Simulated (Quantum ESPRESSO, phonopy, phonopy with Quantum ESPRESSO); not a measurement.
# Grüneisen parameters and expansion of LiCl (Fm-3m), part 2 of 2

Which modes of LiCl drive its thermal expansion?

What experiment has found for this phase:
- volume expansion coefficient 131.4 1e-6/K and heat capacity C_P per formula unit 48.1 J/mol/K near room temperature (given in “High-Throughput Prediction of Finite-Temperature Properties using the Quasi-Harmonic Approximation”, 2016, arXiv:1603.06924)
- volume expansion coefficient 131.1 1e-6/K near room temperature (given in “Descriptors for thermal expansion in solids”, 2017, arXiv:1701.03966)

Quantum ESPRESSO 7.5; DFT LDA, scalar-relativistic, plane waves, GBRV ultrasoft pseudopotentials.

So far. Step 13 (Ground state at this cell, V/V0 0.985): The run ends at a pressure of 0.65 GPa. Step 14 (Born charges and dielectric tensor): The Born charges sum to zero within 0.0069 e; the rest is removed before use. Acoustic frequencies in this log differ from zero by the error of the sum rule, which ph.x does not impose.

The database entry behind the starting cell differs from later determinations by our own check (0.1 to 0.3 % short, probably kX units), so it need not match the best structure at ambient conditions.

**16. Lattice dynamics at this volume, V/V0 0.985**

This step: DFT LDA, scalar-relativistic, plane waves, GBRV ultrasoft pseudopotentials (phonopy with Quantum ESPRESSO 4.10.0 / 7.5).

The job ended after 46 s (4 threads of Intel Xeon 6975P-C (Granite Rapids), shared host; 3 min of CPU time).

No mode is imaginary beyond numerical noise along the path. The highest zone-centre mode (no LO–TO term) moved by +4.5 % for a volume change of -1.5 %.

The time given is that of the 2 pw.x runs on displaced cells behind this step.

**17. Ground state at this cell, V/V0 1.03**

This step: DFT LDA, scalar-relativistic, plane waves, GBRV ultrasoft pseudopotentials (Quantum ESPRESSO 7.5).

System of this step: LiCl. Symmetry: Fm-3m, No. 225, cubic system. The conventional cell has a = 5.013 Å, b = 5.013 Å, c = 5.013 Å, α = 90.00°, β = 90.00°, γ = 90.00°. Nearest to Li lie 6 Cl at 2.51 Å. Nearest to Cl lie 6 Li at 2.51 Å. Farther neighbours and most contacts between anions are not listed.

The input, scf.in:

```
&CONTROL
  calculation = 'scf'
  prefix      = 'x'
  outdir      = './tmp'
  pseudo_dir  = './pseudo'
  tprnfor     = .true.
  tstress     = .true.
/
&SYSTEM
  ibrav       = 0
  nat         = 2
  ntyp        = 2
  ecutwfc     = 45.0
  ecutrho     = 270.0
  occupations = 'fixed'
  nbnd        = 7
/
&ELECTRONS
  conv_thr         = 1.0d-12
  mixing_beta      = 0.7
  electron_maxstep = 100
/
ATOMIC_SPECIES
 Li      6.9400  Li.upf
 Cl     35.4500  Cl.upf
CELL_PARAMETERS angstrom
     0.000000000    2.506444623    2.506444623
     2.506444623    0.000000000    2.506444623
     2.506444623    2.506444623    0.000000000
ATOMIC_POSITIONS crystal
 Li     0.000000000   0.000000000   0.000000000
 Cl     0.500000000   0.500000000   0.500000000
K_POINTS automatic
 8 8 8 0 0 0
```

Launch:

```
$ OMP_NUM_THREADS=1 mpirun -n 4 pw.x -nk 4 -in scf.in > scf.out
```

Elapsed: 2.4 s, on 4 MPI ranks; 8.8 s of CPU time.

The run ends at a pressure of -1.13 GPa.

**18. Born charges and dielectric tensor**

The input, ph.in:

```
phonons
&INPUTPH
  prefix = 'x'
  outdir = './tmp'
  fildyn = 'x.dyn'
  tr2_ph = 1.0d-18
  epsil  = .true.
/
0.000000000 0.000000000 0.000000000
```

scf.in is that of step 17.

Launch:

```
$ OMP_NUM_THREADS=1 mpirun -n 4 ph.x -nk 4 -in ph.in > ph.out
```

Wall time 18 s (4 MPI ranks).

The Born charges sum to zero within 0.0069 e; the rest is removed before use. Acoustic frequencies in this log differ from zero by the error of the sum rule, which ph.x does not impose.

**19. Forces on a displaced cell**

System of this step: LiCl. It takes space group Imm2 (No. 44, orthorhombic). The conventional cell has a = 7.089 Å, b = 10.026 Å, c = 7.089 Å, α = 90.00°, β = 90.00°, γ = 90.00°. Nearest to Li lie 6 Cl at 2.49 to 2.52 Å. Nearest to Li lie 6 Cl at 2.51 Å. Li has 6 Cl at 2.51 Å nearest. Cl has 6 Li at 2.51 Å nearest. Farther neighbours and most contacts between anions are not listed.

The input, disp-00001.in:

```
&CONTROL
  calculation = 'scf'
  prefix      = 'x'
  outdir      = './tmp'
  pseudo_dir  = './pseudo'
  tprnfor     = .true.
  disk_io     = 'none'
/
&SYSTEM
  ibrav       = 0
  nat         = 16
  ntyp        = 2
  ecutwfc     = 45.0
  ecutrho     = 270.0
  occupations = 'fixed'
  nbnd        = 42
/
&ELECTRONS
  conv_thr         = 1.0d-11
  mixing_beta      = 0.7
  electron_maxstep = 100
/
ATOMIC_SPECIES
 Li      6.9400  Li.upf
 Cl     35.4500  Cl.upf
CELL_PARAMETERS angstrom
     0.000000000    5.012889246    5.012889246
     5.012889246    0.000000000    5.012889246
     5.012889246    5.012889246    0.000000000
ATOMIC_POSITIONS crystal
 Li     0.002821155   0.000000000   0.000000000
 Li     0.500000000   0.000000000   0.000000000
 Li     0.000000000   0.500000000   0.000000000
 Li     0.500000000   0.500000000   0.000000000
 Li     0.000000000   0.000000000   0.500000000
 Li     0.500000000   0.000000000   0.500000000
 Li     0.000000000   0.500000000   0.500000000
 Li     0.500000000   0.500000000   0.500000000
 Cl     0.250000000   0.250000000   0.250000000
 Cl     0.750000000   0.250000000   0.250000000
 Cl     0.250000000   0.750000000   0.250000000
 Cl     0.750000000   0.750000000   0.250000000
 Cl     0.250000000   0.250000000   0.750000000
 Cl     0.750000000   0.250000000   0.750000000
 Cl     0.250000000   0.750000000   0.750000000
 Cl     0.750000000   0.750000000   0.750000000
K_POINTS automatic
 3 3 3 0 0 0
```

Launch:

```
$ OMP_NUM_THREADS=1 mpirun -n 2 pw.x -nk 2 -in disp-00001.in > disp-00001.out
```

It took 47 s on 2 MPI ranks; 93 s of CPU time.

**20. Phonons, V/V0 1.03**

This step: DFT LDA, scalar-relativistic, plane waves, GBRV ultrasoft pseudopotentials (phonopy with Quantum ESPRESSO 4.10.0 / 7.5).

Elapsed: 47 s, on 4 threads.

No mode is imaginary beyond numerical noise along the path. The highest zone-centre mode (no LO–TO term) moved by -8.9 % for a volume change of +3.0 %.

The time given is that of the 2 pw.x runs on displaced cells behind this step.

**21. Self-consistent run, V/V0 0.97**

This step: DFT LDA, scalar-relativistic, plane waves, GBRV ultrasoft pseudopotentials (Quantum ESPRESSO 7.5).

System of this step: LiCl. It takes space group Fm-3m (No. 225, cubic). The conventional cell has a = 4.914 Å, b = 4.914 Å, c = 4.914 Å, α = 90.00°, β = 90.00°, γ = 90.00°. Nearest to Li lie 6 Cl at 2.46 Å. Nearest to Cl lie 6 Li at 2.46 Å. Farther neighbours and most contacts between anions are not listed.

scf.in: that of step 18 with these lines changed.

```diff
@@ -26,5 +26,5 @@
 CELL_PARAMETERS angstrom
-     0.000000000    2.506444623    2.506444623
-     2.506444623    0.000000000    2.506444623
-     2.506444623    2.506444623    0.000000000
+     0.000000000    2.456798945    2.456798945
+     2.456798945    0.000000000    2.456798945
+     2.456798945    2.456798945    0.000000000
 ATOMIC_POSITIONS crystal
```

Launch:

```
$ OMP_NUM_THREADS=1 mpirun -n 4 pw.x -nk 4 -in scf.in > scf.out
```

The job ended after 2.3 s (4 MPI ranks; 8.4 s of CPU time).

The run ends at a pressure of 1.34 GPa.

**22. Born charges and dielectric tensor**

ph.in is that of step 18.

scf.in is that of step 21.

Launch:

```
$ OMP_NUM_THREADS=1 mpirun -n 4 ph.x -nk 4 -in ph.in > ph.out
```

Run time: 16 s. Hardware: 4 MPI ranks.

The Born charges sum to zero within 0.0069 e; the rest is removed before use. Acoustic frequencies in this log differ from zero by the error of the sum rule, which ph.x does not impose.

**23. Forces on a displaced cell**

System of this step: LiCl. Symmetry: Imm2, No. 44, orthorhombic system. Conventional cell: a = 6.949 Å, b = 9.827 Å, c = 6.949 Å, α = 90.00°, β = 90.00°, γ = 90.00°. Nearest to Li lie 6 Cl at 2.44 to 2.47 Å. Nearest to Li lie 6 Cl at 2.46 Å. Li has 6 Cl at 2.46 Å nearest. Cl has 6 Li at 2.46 Å nearest. Farther neighbours and most contacts between anions are not listed.

disp-00001.in: that of step 19 with these lines changed.

```diff
@@ -26,7 +26,7 @@
 CELL_PARAMETERS angstrom
-     0.000000000    5.012889246    5.012889246
-     5.012889246    0.000000000    5.012889246
-     5.012889246    5.012889246    0.000000000
+     0.000000000    4.913597891    4.913597891
+     4.913597891    0.000000000    4.913597891
+     4.913597891    4.913597891    0.000000000
 ATOMIC_POSITIONS crystal
- Li     0.002821155   0.000000000   0.000000000
+ Li     0.002878163   0.000000000   0.000000000
  Li     0.500000000   0.000000000   0.000000000
```

Launch:

```
$ OMP_NUM_THREADS=1 mpirun -n 2 pw.x -nk 2 -in disp-00001.in > disp-00001.out
```

Elapsed: 44 s, on 2 MPI ranks; 87 s of CPU time.

**24. Phonons, V/V0 0.97**

This step: DFT LDA, scalar-relativistic, plane waves, GBRV ultrasoft pseudopotentials (phonopy with Quantum ESPRESSO 4.10.0 / 7.5).

Elapsed: 45 s, on 4 threads; 2.9 min of CPU time.

Phonopy, LO-TO term from ph.x's tensors. Phonon branches along the path, in cm⁻¹:

| point | branch 1 | branch 2 | branch 3 | branch 4 | branch 5 | branch 6 |
| --- | --- | --- | --- | --- | --- | --- |
| Γ | 0 | 0 | 0 | 251 | 251 | 426 |
| halfway | 100 | 100 | 178 | 276 | 276 | 363 |
| X | 130 | 130 | 196 | 265 | 265 | 290 |
| halfway | 131 | 148 | 192 | 262 | 278 | 292 |
| U | 133 | 179 | 180 | 253 | 297 | 310 |
| jump to K | 133 | 179 | 180 | 253 | 297 | 310 |
| halfway | 113 | 120 | 176 | 230 | 290 | 406 |
| Γ | 0 | 0 | 0 | 251 | 251 | 426 |
| halfway | 98 | 98 | 158 | 251 | 251 | 429 |
| L | 136 | 136 | 225 | 253 | 253 | 431 |
| halfway | 140 | 154 | 205 | 252 | 275 | 376 |
| W | 167 | 167 | 167 | 276 | 292 | 292 |
| halfway | 143 | 151 | 188 | 271 | 277 | 293 |
| X | 130 | 130 | 196 | 265 | 265 | 290 |

No mode is imaginary beyond numerical noise along the path. The highest zone-centre mode (no LO–TO term) moved by +9.0 % for a volume change of -3.0 %.

The time given is that of the 2 pw.x runs on displaced cells behind this step.

**25. Self-consistent run, V/V0 1.05**

This step: DFT LDA, scalar-relativistic, plane waves, GBRV ultrasoft pseudopotentials (Quantum ESPRESSO 7.5).

System of this step: LiCl. Symmetry: Fm-3m, No. 225, cubic system. The conventional cell has a = 5.045 Å, b = 5.045 Å, c = 5.045 Å, α = 90.00°, β = 90.00°, γ = 90.00°. Nearest to Li lie 6 Cl at 2.52 Å. Nearest to Cl lie 6 Li at 2.52 Å. Farther neighbours and most contacts between anions are not listed.

scf.in: that of step 22 with these lines changed.

```diff
@@ -26,5 +26,5 @@
 CELL_PARAMETERS angstrom
-     0.000000000    2.456798945    2.456798945
-     2.456798945    0.000000000    2.456798945
-     2.456798945    2.456798945    0.000000000
+     0.000000000    2.522563681    2.522563681
+     2.522563681    0.000000000    2.522563681
+     2.522563681    2.522563681    0.000000000
 ATOMIC_POSITIONS crystal
```

Launch:

```
$ OMP_NUM_THREADS=1 mpirun -n 4 pw.x -nk 4 -in scf.in > scf.out
```

Wall time 2.3 s (4 MPI ranks); 8.6 s of CPU time.

The run ends at a pressure of -1.79 GPa.

**26. Zone-centre response**

ph.in is that of step 22.

scf.in is that of step 25.

Launch:

```
$ OMP_NUM_THREADS=1 mpirun -n 4 ph.x -nk 4 -in ph.in > ph.out
```

Wall time 18 s (4 MPI ranks).

ε∞:

```
3.12 0.00 0.00
0.00 3.12 0.00
0.00 0.00 3.12
```

The Born charges sum to zero within 0.0068 e; the rest is removed before use. Acoustic frequencies in this log differ from zero by the error of the sum rule, which ph.x does not impose.

**27. A displaced supercell**

System of this step: LiCl. The structure is orthorhombic, space group Imm2 (No. 44). The conventional cell has a = 7.135 Å, b = 10.090 Å, c = 7.135 Å, α = 90.00°, β = 90.00°, γ = 90.00°. Nearest to Li lie 6 Cl at 2.51 to 2.54 Å. Nearest to Li lie 6 Cl at 2.52 Å. Li has 6 Cl at 2.52 Å nearest. Nearest to Cl lie 6 Li at 2.52 Å. Farther neighbours and most contacts between anions are not listed.

disp-00001.in: that of step 23 with these lines changed.

```diff
@@ -26,7 +26,7 @@
 CELL_PARAMETERS angstrom
-     0.000000000    4.913597891    4.913597891
-     4.913597891    0.000000000    4.913597891
-     4.913597891    4.913597891    0.000000000
+     0.000000000    5.045127362    5.045127362
+     5.045127362    0.000000000    5.045127362
+     5.045127362    5.045127362    0.000000000
 ATOMIC_POSITIONS crystal
- Li     0.002878163   0.000000000   0.000000000
+ Li     0.002803128   0.000000000   0.000000000
  Li     0.500000000   0.000000000   0.000000000
```

Launch:

```
$ OMP_NUM_THREADS=1 mpirun -n 2 pw.x -nk 2 -in disp-00001.in > disp-00001.out
```

The job ended after 48 s (2 MPI ranks).

**28. Lattice dynamics at this volume, V/V0 1.05**

This step: DFT LDA, scalar-relativistic, plane waves, GBRV ultrasoft pseudopotentials (phonopy with Quantum ESPRESSO 4.10.0 / 7.5).

Run time: 48 s. Hardware: 4 threads; 3.1 min of CPU time.

Phonopy, LO-TO term from ph.x's tensors. Phonon branches along the path, in cm⁻¹:

| point | branch 1 | branch 2 | branch 3 | branch 4 | branch 5 | branch 6 |
| --- | --- | --- | --- | --- | --- | --- |
| Γ | 0 | 0 | 0 | 196 | 196 | 394 |
| halfway | 95 | 95 | 150 | 225 | 225 | 334 |
| X | 125 | 125 | 188 | 209 | 209 | 233 |
| halfway | 124 | 139 | 184 | 207 | 226 | 237 |
| U | 121 | 161 | 172 | 200 | 245 | 268 |
| jump to K | 121 | 161 | 172 | 200 | 245 | 268 |
| halfway | 99 | 106 | 155 | 179 | 241 | 375 |
| Γ | 0 | 0 | 0 | 196 | 196 | 394 |
| halfway | 84 | 84 | 142 | 201 | 201 | 397 |
| L | 113 | 113 | 201 | 208 | 208 | 400 |
| halfway | 121 | 137 | 187 | 203 | 226 | 342 |
| W | 144 | 159 | 159 | 234 | 240 | 240 |
| halfway | 136 | 137 | 180 | 221 | 222 | 239 |
| X | 125 | 125 | 188 | 209 | 209 | 233 |

No mode is imaginary beyond numerical noise along the path. The highest zone-centre mode (no LO–TO term) moved by -14.7 % for a volume change of +5.0 %.

The time given is that of the 2 pw.x runs on displaced cells behind this step.

**29. How the modes move with volume**

This step: DFT LDA, scalar-relativistic, plane waves, GBRV ultrasoft pseudopotentials (phonopy 4.10.0).

Numbers from this step:

| Property | Result |
| --- | --- |
| share of modes with a negative Grüneisen parameter | 0 |

Mean Grüneisen, by row:

| T (K) | heat-capacity-weighted mean | root mean square |
| --- | --- | --- |
| 50 | 1.534 | 1.645 |
| 100 | 1.717 | 1.847 |
| 200 | 1.778 | 1.911 |
| 300 | 1.785 | 1.917 |
| 500 | 1.786 | 1.919 |
| 800 | 1.786 | 1.92 |

Mean mode Grueneisen parameter against wavenumber:

| wavenumber (cm⁻¹) | mean mode Grueneisen parameter |
| --- | --- |
| 7 | - |
| 21 | 1.26 |
| 35 | 1.43 |
| 49 | 1.29 |
| 63 | 1.38 |
| 77 | 1.41 |
| 91 | 1.41 |
| 105 | 1.46 |
| 119 | 1.58 |
| 133 | 1.49 |
| 147 | 1.32 |
| 161 | 1.21 |
| 175 | 1.22 |
| 189 | 1.22 |
| 203 | 1.28 |
| 217 | 2.75 |
| 231 | 2.75 |
| 245 | 2.65 |
| 259 | 2.49 |
| 273 | 2.37 |
| 287 | 2.1 |
| 301 | 1.78 |
| 315 | 1.57 |
| 329 | 1.42 |
| 343 | 1.3 |
| 357 | 1.2 |
| 371 | 1.13 |
| 385 | 1.06 |
| 399 | 1 |
| 413 | 0.978 |

Volume series, by row:

| V/V0 | V (Å³/atom) | pressure (GPa) | E - E0 (meV/atom) | gap (eV) | zero-point energy (meV/atom) | lowest on the path (cm⁻¹) | highest at Gamma without the LO-TO term (cm⁻¹) |
| --- | --- | --- | --- | --- | --- | --- | --- |
| 0.97 | 14.83 | 1.34 | 1.918 | 6.516 | 41.87 | 0 | 250.9 |
| 0.985 | 15.06 | 0.645 | 0.481 | 6.502 | 40.77 | 0 | 240.4 |
| 1 | 15.29 | 0.004 | 0 | 6.488 | 39.67 | 0 | 230.1 |
| 1.015 | 15.52 | -0.587 | 0.4 | 6.474 | 38.59 | 0 | 219.8 |
| 1.03 | 15.75 | -1.133 | 1.558 | 6.403 | 37.55 | 0 | 209.7 |
| 1.05 | 16.05 | -1.795 | 4.3 | 6.282 | 36.19 | 0 | 196.3 |

Table of optical frequency at Gamma without the LO-TO term, mode 4 by V/V0:

| V/V0 | optical frequency at Gamma without the LO-TO term, mode 4 (cm⁻¹) |
| --- | --- |
| 0.9700 | 251 |
| 0.9850 | 240 |
| 1.0000 | 230 |
| 1.0150 | 220 |
| 1.0300 | 210 |
| 1.0500 | 196 |

Grüneisen at points, by row:

| point | branch | frequency (cm⁻¹) | mode Grüneisen parameter |
| --- | --- | --- | --- |
| Γ | 4 | 230.1 | 2.99 |
| Γ | 6 | 412.9 | 0.99 |
| X | 1 | 128.6 | 0.52 |
| X | 3 | 193 | 0.46 |
| X | 4 | 243.9 | 2.92 |
| X | 6 | 267.5 | 2.69 |
| U | 1 | 128.2 | 1.24 |
| U | 2 | 172.3 | 1.31 |
| U | 3 | 177.4 | 0.59 |
| U | 4 | 232.8 | 2.91 |
| U | 5 | 276.9 | 2.42 |
| U | 6 | 293.7 | 1.85 |
| K | 1 | 128.2 | 1.24 |
| K | 2 | 172.3 | 1.31 |
| K | 3 | 177.4 | 0.59 |
| K | 4 | 232.8 | 2.91 |
| K | 5 | 276.9 | 2.42 |
| K | 6 | 293.7 | 1.85 |
| L | 1 | 127 | 2.32 |
| L | 3 | 215.2 | 1.41 |
| L | 4 | 235.5 | 2.42 |
| L | 6 | 419.3 | 0.95 |
| W | 1 | 158.2 | 1.83 |
| W | 2 | 164.3 | 0.59 |
| W | 4 | 260.1 | 2.07 |
| W | 5 | 271.7 | 2.47 |

**30. Free-energy fit**

Table of energy (each curve on its own zero) by volume; values in meV/atom:

| volume (Å³/atom) | static | F at 0 K | F at 300 K | F at 900 K |
| --- | --- | --- | --- | --- |
| 14.829 | 1.92 | 4.68 | 7.72 | 17.9 |
| 15.058 | 0.48 | 2.14 | 4.05 | 10.4 |
| 15.287 | 0 | 0.56 | 1.3 | 3.65 |
| 15.517 | 0.4 | -0.11 | -0.6 | -2.31 |
| 15.746 | 1.56 | 0 | -1.73 | -7.54 |
| 16.052 | 4.3 | 1.38 | -2.09 | -13.5 |

Phonopy-qha, vinet fit of F(V) at each temperature; no electronic free energy. Qha vinet, by row:

| T (K) | fitted volume (Å³/atom) | alpha_V (1e-6/K) | B_T (GPa) | C_P (J/mol-atom/K) | Grueneisen |
| --- | --- | --- | --- | --- | --- |
| 75 | 15.61 | 45.26 | 37.87 | 9.234 | 1.725 |
| 100 | 15.63 | 67.35 | 37.44 | 13.33 | 1.79 |
| 125 | 15.66 | 84.88 | 36.92 | 16.41 | 1.832 |
| 150 | 15.7 | 98.32 | 36.37 | 18.67 | 1.859 |
| 175 | 15.74 | 108.8 | 35.78 | 20.37 | 1.877 |
| 200 | 15.78 | 117.3 | 35.19 | 21.67 | 1.892 |
| 225 | 15.83 | 124.4 | 34.59 | 22.7 | 1.904 |
| 250 | 15.88 | 130.6 | 33.98 | 23.54 | 1.916 |

The volume expansion coefficient, phonopy-qha, Vinet by temperature:

| temperature (K) | volume expansion coefficient, phonopy-qha, Vinet (1e-6/K) |
| --- | --- |
| 75.0 | 45.3 |
| 100.0 | 67.3 |
| 125.0 | 84.9 |
| 150.0 | 98.3 |
| 175.0 | 109 |
| 200.0 | 117 |
| 225.0 | 124 |
| 250.0 | 131 |

**31. Results**

| Quantity | Value |
| --- | --- |
| mean mode Grüneisen parameter at 300 K | 1.78 |

The q-mesh is coarse, and the expansion can converge slowly with it. The table stops at 250 K because beyond it the fitted volume comes within 1 % of the largest computed cell, where the fit loses its support. The heat-capacity-weighted Grüneisen parameter goes from 1.53 at 50 K to 1.79 at 800 K. Weighting γ by the density of states and each mode's heat capacity at 300 K, modes below 140 cm⁻¹ give about 23 % of the sum of γC that drives the expansion, those up to 280 cm⁻¹ 67 % and the rest 10 %. Among the labelled points γ is largest for branch 4 at Γ (230 cm⁻¹, 3.0) and smallest for branch 3 at X (193 cm⁻¹, 0.46). The supercell is small: only its own wavevectors are exact, and branches between them are interpolated and can be misplaced.

[Logs are printed without paths, hosts, clocks, repeated set-up lines and the standing remarks that a program may print on its own settings, such as how far it seeks lower states.]

[Hosts, paths, dates, database ids (printed as entryN), source tags and the programs' standing remarks are cut or masked in the printed files.]

[A step with changed settings may run another functional than the one named; its input shows which.]

[Of the runs on displaced cells, only some may be shown.]
